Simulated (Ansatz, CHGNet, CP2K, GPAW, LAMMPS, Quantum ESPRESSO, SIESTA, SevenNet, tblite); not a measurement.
## Amorphous polyacrylonitrile (as short chains C14N4H18) at 400 K (108 atoms): runs against a plane-wave reference

Density of this cell: 1.06 g/cm³. The cell holds 108 atoms: 42 C, 12 N and 54 H. Cell: a = 10.456 Å, b = 10.456 Å, c = 10.456 Å, α = 90.0°, β = 90.0°, γ = 90.0°. 3 polyacrylonitrile chains of 4 units with methyl end groups placed at random, at 1.06 g/cm³; overlaps pushed apart, then 20 ps at 800 K with MMFF94 bonds, angles, torsions, charges and radii (Halgren, J. Comput. Chem. 17, 490 (1996)) in harmonic and 12-6 forms. Snapshot after 30 ps at 400 K and fixed volume.

Geometry: as built.

The reference, a calculation:

```
method                                           : Kohn-Sham DFT, PBE, PAW, plane waves (Ansatz 0.2.0); cutoff 420 eV, Γ point, fermi-dirac smearing of 0.05 eV; PAW set soft_2
r.m.s. force component                           : 0.9482 eV/Å
longest force                                    : 4.306 eV/Å
pressure                                         : 2.794 GPa
gap (highest filled to lowest empty level) : 5.922 eV
SCF cycles                                       : 10
time                                             : 4.8 s on 8 threads of Arm Neoverse V2, shared host
CPU time                                         : 34 s
```

**Question.** The same geometry is run in other programs. How far does each lie from the reference, and what does it cost?
- CP2K SCC-DFTB, OT DIIS (CP2K 2026.2; 1 thread)
- CP2K PBE, SZV-MOLOPT-SR, 600/50 Ry, TC2 filter 1e-05, SCF 1e-06 (CP2K 2026.2; 1 thread)
- CP2K PBE, SZV-MOLOPT-SR, 600/50 Ry, TC2 filter 1e-04, SCF 1e-05 (CP2K 2026.2; 1 thread)
- GPAW PBE, LCAO sz(dzp), h 0.18 Å (GPAW 26.7.0; 1 thread)
- CHGNet r2SCAN potential (CHGNet r2SCAN; 1 thread)
- CP2K PBE, SZV-MOLOPT-SR, 600/50 Ry, OT DIIS (CP2K 2026.2; 2 threads)
- CHGNet 0.3.0 potential (CHGNet 0.3.0; 1 thread)
- tblite GFN2-xTB (tblite 0.8.0; 1 thread)
- CP2K PBE, DZVP-MOLOPT-SR, 600/50 Ry, OT DIIS (CP2K 2026.2; 4 MPI ranks)
- SevenNet 0 potential (SevenNet 0; 1 thread)

Differences are against the plane-wave reference, forces as r.m.s. over components; share is that over the reference's r.m.s. force, slope the least-squares factor from reference forces to these. Total energies of different programs have different zeros and aren't compared.

| run | Δ force, r.m.s. (meV/Å) | share (%) | slope | Δ pressure (GPa) | Δ gap (eV) | cores | CPU time | memory (GiB) |
| --- | --- | --- | --- | --- | --- | --- | --- | --- |
| reference | - | - | - | - | - | 8 | 34 s | 1.2 |
| CP2K SCC-DFTB, OT DIIS | 639 | 67.4 | 1.078 | -2.25 | - | 1 | 3.5 s | 0.19 |
| CP2K PBE, SZV-MOLOPT-SR, 600/50 Ry, TC2 filter 1e-05, SCF 1e-06 (coarse) | 2189 | 231 | 1.287 | 4.04 | - | 1 | 4.1 min | 1.5 |
| CP2K PBE, SZV-MOLOPT-SR, 600/50 Ry, TC2 filter 1e-04, SCF 1e-05 (coarse) | 1927 | 203 | 1.315 | 8.39 | - | 1 | 3 min | 1.4 |
| GPAW PBE, LCAO sz(dzp), h 0.18 Å (coarse) | 3143 | 331 | 1.506 | - | 0.400 | 1 | 29 s | 0.88 |
| CHGNet r2SCAN potential | 259 | 27.3 | 0.857 | -2.14 | - | 1 | 4.2 s | 2.1 |
| CP2K PBE, SZV-MOLOPT-SR, 600/50 Ry, OT DIIS (coarse) | 1916 | 202 | 1.299 | 6.29 | 1.05 | 2 | 4.9 min | 1.6 |
| CHGNet 0.3.0 potential | 290 | 30.6 | 0.909 | -0.0663 | - | 1 | 4.2 s | 2.1 |
| tblite GFN2-xTB | 536 | 56.5 | 0.938 | -4.05 | - | 1 | 7.7 s | 0.17 |
| CP2K PBE, DZVP-MOLOPT-SR, 600/50 Ry, OT DIIS | 173 | 18.3 | 1.033 | 0.559 | 0.222 | 4 | 8.5 min | 2.6 |
| SevenNet 0 potential | 216 | 22.8 | 0.949 | -0.710 | - | 1 | 7.3 s | 1.1 |

Rows marked coarse were listed beforehand as settings not expected to be converged; some can still land near the reference.

Times of the machine-learned potentials are mostly Python's start and the loading of weights.

CPU time is summed over cores on a shared host, where runs went side by side, so it is rough. Symmetry, cutoffs, thresholds, outputs and thread counts weren't matched or tuned between programs; memory under MPI is the largest rank's times the ranks.

The PBE run in local orbitals, coarse settings apart, differs by 18 % (CP2K PBE, DZVP-MOLOPT-SR, 600/50 Ry, OT DIIS); basis, grid and potentials can all enter. Tight binding differs by 57 % (tblite GFN2-xTB) to 67 % (CP2K SCC-DFTB, OT DIIS); it is another model, with fitted parameters of its own, and the xTB methods hold dispersion. Machine-learned potentials differ by 23 % (SevenNet 0 potential) to 31 % (CHGNet 0.3.0 potential); they were trained on other programs' data, some at another functional. Runs with settings chosen to be coarse differ by 202 % (CP2K PBE, SZV-MOLOPT-SR, 600/50 Ry, OT DIIS) to 331 % (GPAW PBE, LCAO sz(dzp), h 0.18 Å), their programs' other errors included. Periodic xTB results under one method name differ between programs and library versions. Machine-learned potentials mimic data converged in k, so the reference's own k-point error enters their differences. The network of contacts between molecules at the start is that of the classical potential that made the cell, and needn't be the one that DFT or experiment would give. The electronic-structure runs sample only Γ, in a cell whose shortest periodic width is 10 Å.

[Logs are printed without paths, hosts, clocks, repeated set-up lines and the standing remarks that a program may print on its own settings, such as how far it seeks lower states.]

[Hosts, paths, dates, database ids (printed as entryN), source tags and the programs' standing remarks are cut or masked in the printed files.]

[The MMFF94 radii named for the starting cell were scaled by 0.96; in molecules described by MMFF94, hydrogen bound to N, O or S took a small fixed 12-6 site in their place.]
